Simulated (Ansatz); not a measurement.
# (BaO)1(KF)2 [001] superlattice, started as rocksalt type: phonons and vibrational spectra

Task: relax (BaO)1(KF)2 [001] superlattice, started as rocksalt type, then find its harmonic phonons.

Calculated with Ansatz 0.2.0; DFT LDA, scalar-relativistic, plane waves, PAW.

The structure was built from a prototype and need not be the compound's stable phase.

### 1. Starting point

Symmetry: I4/mmm, No. 139, tetragonal system. The conventional cell has a = 3.828 Å, b = 3.828 Å, c = 16.240 Å, α = 90.00°, β = 90.00°, γ = 90.00°. Nearest to Ba lie 2 F at 2.71 Å and 4 O at 2.71 Å. F has 1 Ba at 2.71 Å and 5 K at 2.71 Å nearest. Nearest to K lie 1 O at 2.71 Å and 5 F at 2.71 Å. Nearest to O lie 2 K at 2.71 Å and 4 Ba at 2.71 Å. Farther neighbours and most contacts between anions are not listed.

Coordinates:

```cif
data_structure
_symmetry_space_group_name_H-M 'P 1'
_symmetry_Int_Tables_number 1
_cell_length_a 3.8278
_cell_length_b 3.8278
_cell_length_c 8.5592
_cell_angle_alpha 102.921
_cell_angle_beta 77.079
_cell_angle_gamma 90.000
_cell_volume 118.98
loop_
_atom_site_label
_atom_site_type_symbol
_atom_site_fract_x
_atom_site_fract_y
_atom_site_fract_z
_atom_site_occupancy
Ba1 Ba 0.00000 0.00000 0.00000 1
F2 F 0.83333 0.16667 0.33333 1
F3 F 0.16667 0.83333 0.66667 1
K4 K 0.33333 0.66667 0.33333 1
K5 K 0.66667 0.33333 0.66667 1
O6 O 0.50000 0.50000 0.00000 1
```

### 2. Relaxation

Harmonic phonons are second derivatives at a point where the forces vanish, and they are wanted at zero stress, so atoms and cell are relaxed first.

Contents of input.yaml:

```yaml
crystal:
  lattice:
    - [2.70667, 2.70667, 0.0]
    - [-2.70667, 2.70667, 0.0]
    - [2.70667, 0.0, 8.12]
  atoms:
    - { symbol: Ba, position: [0.0, 0.0, 0.0] }
    - { symbol: F, position: [0.833333, 0.166667, 0.333333] }
    - { symbol: F, position: [0.166667, 0.833333, 0.666667] }
    - { symbol: K, position: [0.333333, 0.666667, 0.333333] }
    - { symbol: K, position: [0.666667, 0.333333, 0.666667] }
    - { symbol: O, position: [0.5, 0.5, 0.0] }
kpoints:
  mp_grid: { grid: [6, 6, 6] }
hamiltonian:
  xc: lda
scf:
  occupations: { method: gaussian, width: 0.02 }
output:
  forces: true
  stress: true
  eigenvalues: true
relax:
  adjacent_minimum: "off"
  f_tol: 0.005
  max_steps: 80
  cell: { stress_tol: 0.05 }
```

Run with:

```sh
$ ansatz run input.yaml --threads 8 --pin off --max-ram 14336MiB --backend cpu --events-out ev --progress --plain --runs-dir out
```

Numbers of over 12 decimals in the logs are rounded to 6 here.

Log:

```text
Warning: the atoms were moved onto the symmetric positions of the space group found under crystal.symmetry.tolerance 1.0e-5 (fractional; no operation is sought that the atoms, as they stand in a round, miss by more than twice it, and no atom is moved by as much as it), and the run uses the moved positions. Before a round's move an operation carried an atom to 5.41e-6 Å from where it should land, the largest such dist [...]
Engine: ansatz 0.2.0, x86_64-unknown-linux-gnu
Pseudopotentials: kind: paw
Pseudopotential: Ba, paw, valence charge 10, recommended cutoff 420 eV (normal), Ba.paw.azcp
Pseudopotential: F, paw, valence charge 7, recommended cutoff 420 eV (normal), F.paw.azcp
Pseudopotential: K, paw, valence charge 9, recommended cutoff 420 eV (normal), K.paw.azcp
Pseudopotential: O, paw, valence charge 6, recommended cutoff 420 eV (normal), O.paw.azcp
Functional definition: SPW92
  exchange = slater_x
  correlation = pw_c
Crystal: 6 atoms, lattice volume = 118.975 Å³
Basis set: ecut = 420 eV, 2303 PW (Γ)
Bands: 30, of which v1, the nominal top of the filled ones, is band 24 counted from 1 (23 counted from 0)
Symmetry: 16 space group operations
Space group: I4/mmm (ITA 139), of the structure as read, at distance tolerance 4.9e-5 Å
k-points: 30 of 216
Non-local potential: Ba, projectors of the file, l = 0: 3, l = 1: 2, l = 2: 2, l = 3: 2
Non-local potential: F, projectors of the file, l = 0: 2, l = 1: 2, l = 2: 1
Non-local potential: K, projectors of the file, l = 0: 3, l = 1: 2, l = 2: 2
Non-local potential: O, projectors of the file, l = 0: 2, l = 1: 2, l = 2: 1
PAW form: soft (Blöchl's): semilocal exchange-correlation on the pseudo side does not see the compensation charge
PAW frozen core: Ba, regenerated for the run's functional, and the local potential with it (the file was generated under x = pbe(κ = 0.804, μ = 0.219515), c = pbe(β = 0.066725))
PAW frozen core: F, regenerated for the run's functional, and the local potential with it (the file was generated under x = pbe(κ = 0.804, μ = 0.219515), c = pbe(β = 0.066725))
PAW frozen core: K, regenerated for the run's functional, and the local potential with it (the file was generated under x = pbe(κ = 0.804, μ = 0.219515), c = pbe(β = 0.066725))
PAW frozen core: O, regenerated for the run's functional, and the local potential with it (the file was generated under x = pbe(κ = 0.804, μ = 0.219515), c = pbe(β = 0.066725))
PAW one-centre angular grid: Ba, 194 points (default); XC on 64 Gauss nodes
PAW one-centre angular grid: F, 110 points (default); XC on 64 Gauss nodes
PAW one-centre angular grid: K, 110 points (default); XC on 64 Gauss nodes
PAW one-centre angular grid: O, 110 points (default); XC on 64 Gauss nodes
Initial density: superposition of atomic densities (neutral atoms: chi_scale 0, normalization atom), corrected by the library's trained network
Initial wavefunctions: pseudopotential atomic-orbital guess
Functional: x = slater, c = lda
SCF iter   1: F=—  HF=-10922.948239 eV  |F-HF|=—  |Δ(HF+E_count)|=         —  Δρ=1.58e-2  dr2=2.60e-1  ethr=1.77e-3  ⟨swp⟩=9.2  Hψ=4895  notcnv=0
preconditioner: auto → Resta (q_TF=auto, 2.345 Å⁻¹)  ε∞=3.4  [insulator: Δε(μ)=2.104 eV  Ē_g=14.266 eV  σ=0.020 eV  W_gap=1.00  n_scr=26 (ndim 8)  ℏωp=22.1 eV  f_vac=0.075  D(μ)=0.00/eV (n_scr^D=0)  ε∞_Penn≈3.4]
SCF iter   2: F=—  HF=-10922.892570 eV  |F-HF|=—  |Δ(HF+E_count)|=   5.57e-2  Δρ=7.56e-3  dr2=3.74e-2  ethr=5.42e-4  ⟨swp⟩=2.4  Hψ=1930  notcnv=0  defer=43
SCF iter   3: F=—  HF=-10922.883977 eV  |F-HF|=—  |Δ(HF+E_count)|=   8.59e-3  Δρ=2.35e-3  dr2=4.54e-3  ethr=7.80e-5  ⟨swp⟩=2.2  Hψ=1568  notcnv=0  defer=43
SCF iter   4: F=—  HF=-10922.883004 eV  |F-HF|=—  |Δ(HF+E_count)|=   9.73e-4  Δρ=1.27e-3  dr2=1.67e-3  ethr=9.46e-6  ⟨swp⟩=2.4  Hψ=1577  notcnv=0  defer=43
SCF iter   5: F=—  HF=-10922.882629 eV  |F-HF|=—  |Δ(HF+E_count)|=   3.74e-4  Δρ=2.12e-4  dr2=5.23e-5  ethr=3.47e-6  ⟨swp⟩=2.0  Hψ=1176  notcnv=0  defer=43
SCF iter   6: F=—  HF=-10922.882643 eV  |F-HF|=—  |Δ(HF+E_count)|=   1.32e-5  Δρ=4.44e-5  dr2=1.73e-6  ethr=1.09e-7  ⟨swp⟩=2.0  Hψ=1558  notcnv=0  defer=43
SCF iter   7: F=-10922.882643 eV  HF=-10922.882643 eV  |F-HF|=2.24e-9  |Δ(HF+E_count)|=   9.11e-7  Δρ=8.57e-6  dr2=8.02e-8  ethr=2.08e-10  ⟨swp⟩=9.0  Hψ=5137  notcnv=0
SCF 1 converged in 7 iterations: F = -10922.882643 eV  dr2 = 8.02e-8
  greatest PAW one-centre occupation: 0.985 electrons in one spin orbital (limit 2), on the K atom at site 4 (counted from 0), in its partial waves of l = 0
relax step   1: F+E_penalty+E_count = -10922.88264347 eV  Δ(F+E_penalty+E_count) = +0.000e0 eV  max|allowed force component| = 1.013e-1 eV/Å  Δτ_max = 0.0000 Å  P = -3.452 GPa  Ω = 118.975 Å³  (7 SCF iters, dr2 threshold 1.00e-7 eV, accepted)
Crystal: 6 atoms, lattice volume = 103.377 Å³
Basis set: ecut = 420 eV, 2007 PW (Γ)
Initial density: handed on by an earlier stage of this run
Initial wavefunctions: those handed on with the density
iter 1 solved again at ethr=7.85e-4 eV; its pass at ethr=3.10e-3 eV (dr2=3.77e-1 eV) is discarded
SCF iter   1: F=—  HF=-10923.008800 eV  |F-HF|=—  |Δ(HF+E_count)|=         —  Δρ=1.73e-2  dr2=3.77e-1  ethr=7.85e-4  ⟨swp⟩=1.1  Hψ=5530  notcnv=0
preconditioner: auto → Resta (q_TF=auto, 2.401 Å⁻¹)  ε∞=3.6  [insulator: Δε(μ)=2.382 eV  Ē_g=14.772 eV  σ=0.020 eV  W_gap=1.00  n_scr=20 (ndim 8)  ℏωp=23.7 eV  f_vac=0.021  D(μ)=0.00/eV (n_scr^D=0)  ε∞_Penn≈3.6]
SCF iter   2: F=—  HF=-10922.906693 eV  |F-HF|=—  |Δ(HF+E_count)|=   1.02e-1  Δρ=9.47e-3  dr2=6.80e-2  ethr=7.85e-4  ⟨swp⟩=2.7  Hψ=1421  notcnv=0
SCF iter   3: F=—  HF=-10922.887265 eV  |F-HF|=—  |Δ(HF+E_count)|=   1.94e-2  Δρ=3.50e-3  dr2=2.68e-2  ethr=1.42e-4  ⟨swp⟩=3.2  Hψ=1806  notcnv=0  defer=45
SCF iter   4: F=—  HF=-10922.875877 eV  |F-HF|=—  |Δ(HF+E_count)|=   1.14e-2  Δρ=2.28e-3  dr2=5.65e-3  ethr=5.58e-5  ⟨swp⟩=3.0  Hψ=1677  notcnv=0  defer=46
SCF iter   5: F=—  HF=-10922.874195 eV  |F-HF|=—  |Δ(HF+E_count)|=   1.68e-3  Δρ=7.07e-4  dr2=8.03e-4  ethr=1.18e-5  ⟨swp⟩=2.5  Hψ=1870  notcnv=0  defer=44
SCF iter   6: F=—  HF=-10922.873944 eV  |F-HF|=—  |Δ(HF+E_count)|=   2.51e-4  Δρ=2.04e-4  dr2=5.34e-5  ethr=1.67e-6  ⟨swp⟩=2.1  Hψ=1149  notcnv=0  defer=44
SCF iter   7: F=—  HF=-10922.873934 eV  |F-HF|=—  |Δ(HF+E_count)|=   9.90e-6  Δρ=3.54e-5  dr2=1.39e-6  ethr=1.11e-7  ⟨swp⟩=2.1  Hψ=1259  notcnv=0  defer=44
SCF iter   8: F=-10922.873934 eV  HF=-10922.873934 eV  |F-HF|=1.26e-8  |Δ(HF+E_count)|=   1.21e-7  Δρ=7.26e-6  dr2=4.09e-8  ethr=1.25e-9  ⟨swp⟩=10.6  Hψ=4803  notcnv=0
SCF 2 converged in 8 iterations: F = -10922.873934 eV  dr2 = 4.09e-8
[...]
SCF iter   6: F=—  HF=-10922.994106 eV  |F-HF|=—  |Δ(HF+E_count)|=   1.81e-4  Δρ=1.81e-4  dr2=2.77e-5  ethr=1.21e-6  ⟨swp⟩=2.0  Hψ=1579  notcnv=0  defer=43
SCF iter   7: F=—  HF=-10922.994100 eV  |F-HF|=—  |Δ(HF+E_count)|=   6.41e-6  Δρ=2.65e-5  dr2=8.21e-7  ethr=5.77e-8  ⟨swp⟩=2.1  Hψ=1177  notcnv=0  defer=43
SCF iter   8: F=—  HF=-10922.994100 eV  |F-HF|=—  |Δ(HF+E_count)|=   2.56e-7  Δρ=5.57e-6  dr2=2.27e-8  ethr=1.71e-9  ⟨swp⟩=2.7  Hψ=1480  notcnv=0  defer=43
SCF iter   9: F=—  HF=-10922.994100 eV  |F-HF|=—  |Δ(HF+E_count)|=   8.75e-9  Δρ=8.41e-7  dr2=5.18e-10  ethr=4.73e-11  ⟨swp⟩=2.7  Hψ=1643  notcnv=0  defer=43
SCF iter  10: F=-10922.994100 eV  HF=-10922.994100 eV  |F-HF|=1.27e-11  |Δ(HF+E_count)|=  3.82e-11  Δρ=1.16e-7  dr2=1.70e-11  ethr=1.00e-12  ⟨swp⟩=10.3  Hψ=4231  notcnv=0
SCF 3 converged in 10 iterations: F = -10922.994100 eV  dr2 = 1.70e-11
relax step   3: F+E_penalty+E_count = -10922.99410021 eV  Δ(F+E_penalty+E_count) = -1.115e-1 eV  max|allowed force component| = 9.742e-2 eV/Å  Δτ_max = 0.0150 Å  P = -0.367 GPa  Ω = 111.871 Å³  energy of the carried Pulay correction = +1.945e-2 eV  (10 SCF iters, accepted)
[...]
relax step   4: F+E_penalty+E_count = -10922.99942615 eV  Δ(F+E_penalty+E_count) = -5.326e-3 eV  max|allowed force component| = 5.270e-2 eV/Å  Δτ_max = 0.0270 Å  P = +0.082 GPa  Ω = 110.956 Å³  energy of the carried Pulay correction = +2.204e-2 eV  (7 SCF iters, dr2 threshold 5.93e-7 eV, accepted)
[...]
relax step   5: F+E_penalty+E_count = -10922.99976051 eV  Δ(F+E_penalty+E_count) = -3.344e-4 eV  max|allowed force component| = 2.522e-2 eV/Å  Δτ_max = 0.0158 Å  P = +0.012 GPa  Ω = 111.002 Å³  energy of the carried Pulay correction = +2.191e-2 eV  (6 SCF iters, dr2 threshold 1.74e-7 eV, accepted)
[...]
relax step   6: F+E_penalty+E_count = -10922.99982102 eV  Δ(F+E_penalty+E_count) = -6.050e-5 eV  max|allowed force component| = 5.995e-4 eV/Å  Δτ_max = 0.0055 Å  P = -0.000 GPa  Ω = 111.049 Å³  energy of the carried Pulay correction = +2.178e-2 eV  (6 SCF iters, dr2 threshold 3.97e-8 eV, accepted)
[...]
relax step   7: F+E_penalty+E_count = -10922.98504463 eV  Δ(F+E_penalty+E_count) = +1.478e-2 eV  max|allowed force component| = 6.157e-4 eV/Å  Δτ_max = 0.0000 Å  P = -0.260 GPa  Ω = 111.049 Å³  stress off target by 2.72e-1 GPa  SCF on the basis re-selected at this cell (its energy is not comparable with the rows above)  (7 SCF iters)
[...]
relax step   8: F+E_penalty+E_count = -10922.98697779 eV  Δ(F+E_penalty+E_count) = -1.933e-3 eV  max|allowed force component| = 2.780e-3 eV/Å  Δτ_max = 0.0016 Å  P = +0.031 GPa  Ω = 110.495 Å³  energy of the carried Pulay correction = +1.546e-3 eV  (6 SCF iters, dr2 threshold 1.86e-7 eV, accepted)
[...]
relax step   9: F+E_penalty+E_count = -10922.98682245 eV  Δ(F+E_penalty+E_count) = +1.553e-4 eV  max|allowed force component| = 1.699e-4 eV/Å  Δτ_max = 0.0005 Å  P = -0.000 GPa  Ω = 110.557 Å³  energy of the carried Pulay correction = +1.375e-3 eV  (6 SCF iters, dr2 threshold 1.13e-8 eV, accepted)
iter 1 solved again at ethr=1.75e-7 eV; its pass at ethr=3.10e-3 eV (dr2=8.40e-5 eV) is discarded
SCF iter   1: F=—  HF=-10922.985409 eV  |F-HF|=—  |Δ(HF+E_count)|=         —  Δρ=4.08e-5  dr2=2.77e-7  ethr=1.75e-7  ⟨swp⟩=2.9  Hψ=7042  notcnv=0
preconditioner: auto → Resta (q_TF=auto, 2.374 Å⁻¹)  ε∞=3.4  [insulator: Δε(μ)=2.308 eV  Ē_g=14.649 eV  σ=0.020 eV  W_gap=1.00  n_scr=22 (ndim 8)  ℏωp=22.9 eV  f_vac=0.044  D(μ)=0.00/eV (n_scr^D=0)  ε∞_Penn≈3.4]
SCF iter   2: F=—  HF=-10922.985408 eV  |F-HF|=—  |Δ(HF+E_count)|=   5.36e-7  Δρ=1.81e-5  dr2=9.95e-8  ethr=5.77e-10  ⟨swp⟩=2.0  Hψ=1608  notcnv=0
SCF iter   3: F=—  HF=-10922.985408 eV  |F-HF|=—  |Δ(HF+E_count)|=   5.18e-9  Δρ=8.92e-6  dr2=1.49e-8  ethr=2.07e-10  ⟨swp⟩=2.0  Hψ=1197  notcnv=0
SCF iter   4: F=—  HF=-10922.985408 eV  |F-HF|=—  |Δ(HF+E_count)|=  5.06e-10  Δρ=2.29e-6  dr2=4.03e-9  ethr=3.10e-11  ⟨swp⟩=2.0  Hψ=1470  notcnv=0
SCF iter   5: F=—  HF=-10922.985408 eV  |F-HF|=—  |Δ(HF+E_count)|=  8.62e-10  Δρ=2.40e-7  dr2=1.37e-10  ethr=8.41e-12  ⟨swp⟩=2.0  Hψ=1470  notcnv=0
SCF iter   6: F=-10922.985408 eV  HF=-10922.985408 eV  |F-HF|=5.46e-12  |Δ(HF+E_count)|=  4.00e-11  Δρ=7.82e-8  dr2=9.24e-12  ethr=1.00e-12  ⟨swp⟩=4.0  Hψ=3129  notcnv=0
SCF 10 converged in 6 iterations: F = -10922.985408 eV  dr2 = 9.24e-12
relax step  10: F+E_penalty+E_count = -10922.98540831 eV  Δ(F+E_penalty+E_count) = +1.414e-3 eV  max|allowed force component| = 1.733e-4 eV/Å  Δτ_max = 0.0000 Å  P = -0.014 GPa  Ω = 110.557 Å³  stress off target by 1.46e-2 GPa  SCF on the basis re-selected at this cell (its energy is not comparable with the rows above)  (6 SCF iters)
basis re-selected at this cell: Δ(F+E_penalty+E_count) = +1.414e-3 eV, ΔP = -0.013 GPa vs the last step (what re-selecting the basis moved, of the pressure what is left beyond the Pulay correction that the steps carried, after the strain that the cell walked since its last selection, with what the two solves' SCF thresholds leave and, on support functions, any second-order correction that the steps lacked; it is no m [...]
SCF converged after 6 iterations
Free energy (F): -10922.985408 eV
Harris-Foulkes:  -10922.985408 eV  (|F-HF|=5.46e-12)
Internal energy: -10922.985408 eV  (E = F + TS)
E sigma→0 (E₀):  -10922.985408 eV
Fermi energy:    8.152137 eV
--- Per-component energies (eV) ---
  E_band       = -239.950977
  E_kinetic    = 1266.880744
  E_local      = -2690.345163  (includes V_loc(G=0)·N_el)
  E_nonlocal   = 292.611018
  E_hartree    = 962.540124
  E_xc         = -666.140414
  E_vxc        = -764.338672  (∫ρ·V_xc dr)
  E_paw        = -7064.731898  (= ΣΔE_a)
  E_vpaw       = -269.845653  (= ΣTr[D̂ρ^β])
  E_aug_tail   = 0.006481  (compensation charges beyond the density's cutoff)
  E_ewald      = -3024.927241
  E_core_change = 1.120940  (= ΣΔE_core)
  E_smearing   = -0.000000  (= −TS)
  E_closure    = 0.000000  (closes the sum)
  Σ components = -10922.985408   (vs F -10922.985408, Δ=0.00e0)
--- Forces (eV/Å), atoms counted from 1 ---
  atom   1  Ba     0.00000000     0.00000000     0.00000000
  atom   2  F      0.00000000     0.00000000     0.00000006
  atom   3  F      0.00000000     0.00000000    -0.00000006
  atom   4  K      0.00000000    -0.00000000    -0.00017330
  atom   5  K      0.00000000     0.00000000     0.00017330
  atom   6  O     -0.00000000     0.00000000     0.00000000
  max |Σ_I F_I| component: 5.42e-20 eV/Å
--- Stress (GPa, compression-positive) ---
       -0.014589       0.000000       0.000000
       -0.000000      -0.014589       0.000000
        0.000000       0.000000      -0.011830
  P = ⅓ Tr σ = -0.0137 GPa (-0.137 kbar)
--- Band table (eV; the first three rows and the last of 30) ---
  k-point 0: bands = [... 20 lower, 2.7795, 5.8824, 6.5392, 6.5392, 9.3060, 9.4550, 11.1654, 12.2789, ... 2 higher]
  k-point 1: bands = [... 20 lower, 2.7436, 5.8762, 6.5391, 6.5391, 9.4361, 9.4587, 11.2667, 11.8231, ... 2 higher]
  k-point 2: bands = [... 20 lower, 2.6884, 5.8714, 6.5388, 6.5388, 9.4010, 9.8505, 11.1919, 11.5281, ... 2 higher]
  k-point 29: bands = [... 20 lower, 2.7626, 5.8536, 6.9960, 6.9974, 9.8181, 10.0171, 11.9812, 12.5340, ... 2 higher]
--- Relaxed structure (8 steps of the walk, 7 accepted, 2 SCFs on fresh bases) ---
  F+E_penalty+E_count = -10922.98540831 eV   max|allowed force component| = 1.733e-4 eV/Å   (the final SCF, on the basis selected at the relaxed cell)
  cell:  # Å, volume = 110.5566 Å³
    - [2.636478, 2.636478, 0.0]
    - [-2.636478, 2.636478, 0.0]
    - [2.636478, 0, 7.952551]
  atoms:
    - { symbol: Ba, position: [0, 0, 0.0] }
    - { symbol: F, position: [0.832048, 0.167952, 0.335903] }
    - { symbol: F, position: [0.167952, 0.832048, 0.664097] }
    - { symbol: K, position: [0.330954, 0.669046, 0.338091] }
    - { symbol: K, position: [0.669046, 0.330954, 0.661909] }
    - { symbol: O, position: [0.5, 0.5, 0.0] }
```

It took 5.1 s on 8 threads of AMD EPYC 9R45, shared host; peak memory 0.64 GiB.

Step by step:

| step | energy less that of the first step (eV) | largest force component (eV/Å) | pressure (GPa) | volume (Å³) |
| --- | --- | --- | --- | --- |
| 1 | 0.0000 | 0.1013 | -3.45 | 118.98 |
| 2 | 0.0087 | 0.4672 | 5.27 | 103.38 |
| 3 | -0.1115 | 0.0974 | -0.37 | 111.87 |
| 4 | -0.1168 | 0.0527 | 0.08 | 110.96 |
| 5 | -0.1171 | 0.0252 | 0.01 | 111.00 |
| 6 | -0.1172 | 0.0006 | 0.00 | 111.05 |
| 7* | -0.1024 | 0.0006 | -0.26 | 111.05 |
| 8 | -0.1043 | 0.0028 | 0.03 | 110.49 |
| 9 | -0.1042 | 0.0002 | 0.00 | 110.56 |
| 10* | -0.1028 | 0.0002 | -0.01 | 110.56 |

Relaxation steps marked * repeat the geometry before them on a plane-wave basis chosen anew for their cell, so energy and pressure can jump there. Relaxation step 2 was tried and not accepted.

The run keeps the 16 symmetry operations that it works with, so distortions that break them were not tested.

| conventional cell, symmetrised | before | after | change |
| --- | --- | --- | --- |
| a (Å) | 3.828 | 3.729 | -2.6 % |
| b (Å) | 3.828 | 3.729 | -2.6 % |
| c (Å) | 16.240 | 15.905 | -2.1 % |
| volume (Å³/atom) | 19.83 | 18.43 | -7.1 % |

The atoms that moved most (Å, as changes of fractional coordinates times the final cell):

| atom | dx | dy | dz | length |
| --- | --- | --- | --- | --- |
| K5 | 0.000 | 0.000 | -0.038 | 0.038 |
| K4 | 0.000 | 0.000 | 0.038 | 0.038 |
| F2 | 0.000 | 0.000 | 0.020 | 0.020 |
| F3 | 0.000 | 0.000 | -0.020 | 0.020 |

The relaxed structure:

```xyz
6
Lattice="2.6365 2.6365 0.0000 -2.6365 2.6365 0.0000 2.6365 0.0000 7.9526" Properties=species:S:1:pos:R:3 pbc="T T T"
Ba    0.0000    0.0000    0.0000
F     2.6365    2.6365    2.6713
F     0.0000    2.6365    5.2813
K     0.0000    2.6365    2.6887
K     2.6365    2.6365    5.2639
O     0.0000    2.6365    0.0000
```

Numbers from this step:

| Item | Value |
| --- | --- |
| pressure | -0.01367 GPa |
| gap on the k-mesh | 2.308 eV |
| volume per atom | 18.43 Å³ |
| direct gap on mesh | 2.738 eV |

In this step the volume went from 19.83 to 18.43 Å³/atom.

### 3. Relaxing to small forces for the phonons

Phonons need a cell at rest on their own settings, so the relaxation is repeated with tight tolerances on forces and stress, using the mesh and the filling of the phonon run that follows.

Contents of input.yaml:

```yaml
crystal:
  lattice:
    - [2.636477939, 2.636477939, 0.0]
    - [-2.636477939, 2.636477939, 0.0]
    - [2.636477939, 0.0, 7.9525510769]
  atoms:
    - { symbol: Ba, position: [0.0, 0.0, 0.0] }
    - { symbol: F, position: [0.8320484276, 0.1679515724, 0.3359031447] }
    - { symbol: F, position: [0.1679515724, 0.8320484276, 0.6640968553] }
    - { symbol: K, position: [0.3309543874, 0.6690456126, 0.3380912252] }
    - { symbol: K, position: [0.6690456126, 0.3309543874, 0.6619087748] }
    - { symbol: O, position: [0.5, 0.5, 0.0] }
kpoints:
  mp_grid: { grid: [8, 8, 8] }
hamiltonian:
  xc: lda
scf:
  occupations: { method: fixed }
output:
  forces: true
  stress: true
  eigenvalues: true
relax:
  adjacent_minimum: "off"
  f_tol: 0.001
  max_steps: 60
  cell: { stress_tol: 0.01 }
```

Log:

```text
[...]
Crystal: 6 atoms, lattice volume = 110.557 Å³
Basis set: ecut = 420 eV, 2159 PW (Γ)
Bands: 30, of which v1, the nominal top of the filled ones, is band 24 counted from 1 (23 counted from 0)
Symmetry: 16 space group operations
[...]
k-points: 59 of 512
[...]
cell:  # Å, volume = 110.5338 Å³
    - [2.636284, 2.636284, 0.0]
    - [-2.636284, 2.636284, 0.0]
    - [2.636284, 0, 7.952078]
  atoms:
    - { symbol: Ba, position: [0, 0, 0.0] }
    - { symbol: F, position: [0.832047, 0.167953, 0.335906] }
    - { symbol: F, position: [0.167953, 0.832047, 0.664094] }
    - { symbol: K, position: [0.330957, 0.669043, 0.338087] }
    - { symbol: K, position: [0.669043, 0.330957, 0.661913] }
    - { symbol: O, position: [0.500000, 0.500000, 0.0] }
[key lines of the parts left out:]
SCF converged after 5 iterations
Free energy (F): -10922.985436 eV
Fermi energy:    7.000614 eV
P = ⅓ Tr σ = -0.0017 GPa (-0.017 kbar)
```

Elapsed: 2.9 s, on 8 threads; peak memory 0.67 GiB; 20 s of CPU time.

Little changed from the start: no atom moved by 0.005 Å and no cell edge by 0.1 %.

Numbers from this step:

```
pressure           : -0.001689 GPa
volume per atom    : 18.42 Å³
direct gap on mesh : 2.737 eV
```

The largest force component left is 0.12 meV/Å and the pressure is -0.002 GPa, within the tolerances set. The cell now holds 18.42 Å³/atom.

[end of part 1 of 2]

[Logs are printed without paths, hosts, clocks, repeated set-up lines and the standing remarks that a program may print on its own settings, such as how far it seeks lower states.]

[Hosts, paths, dates, database ids (printed as entryN), source tags and the programs' standing remarks are cut or masked in the printed files.]
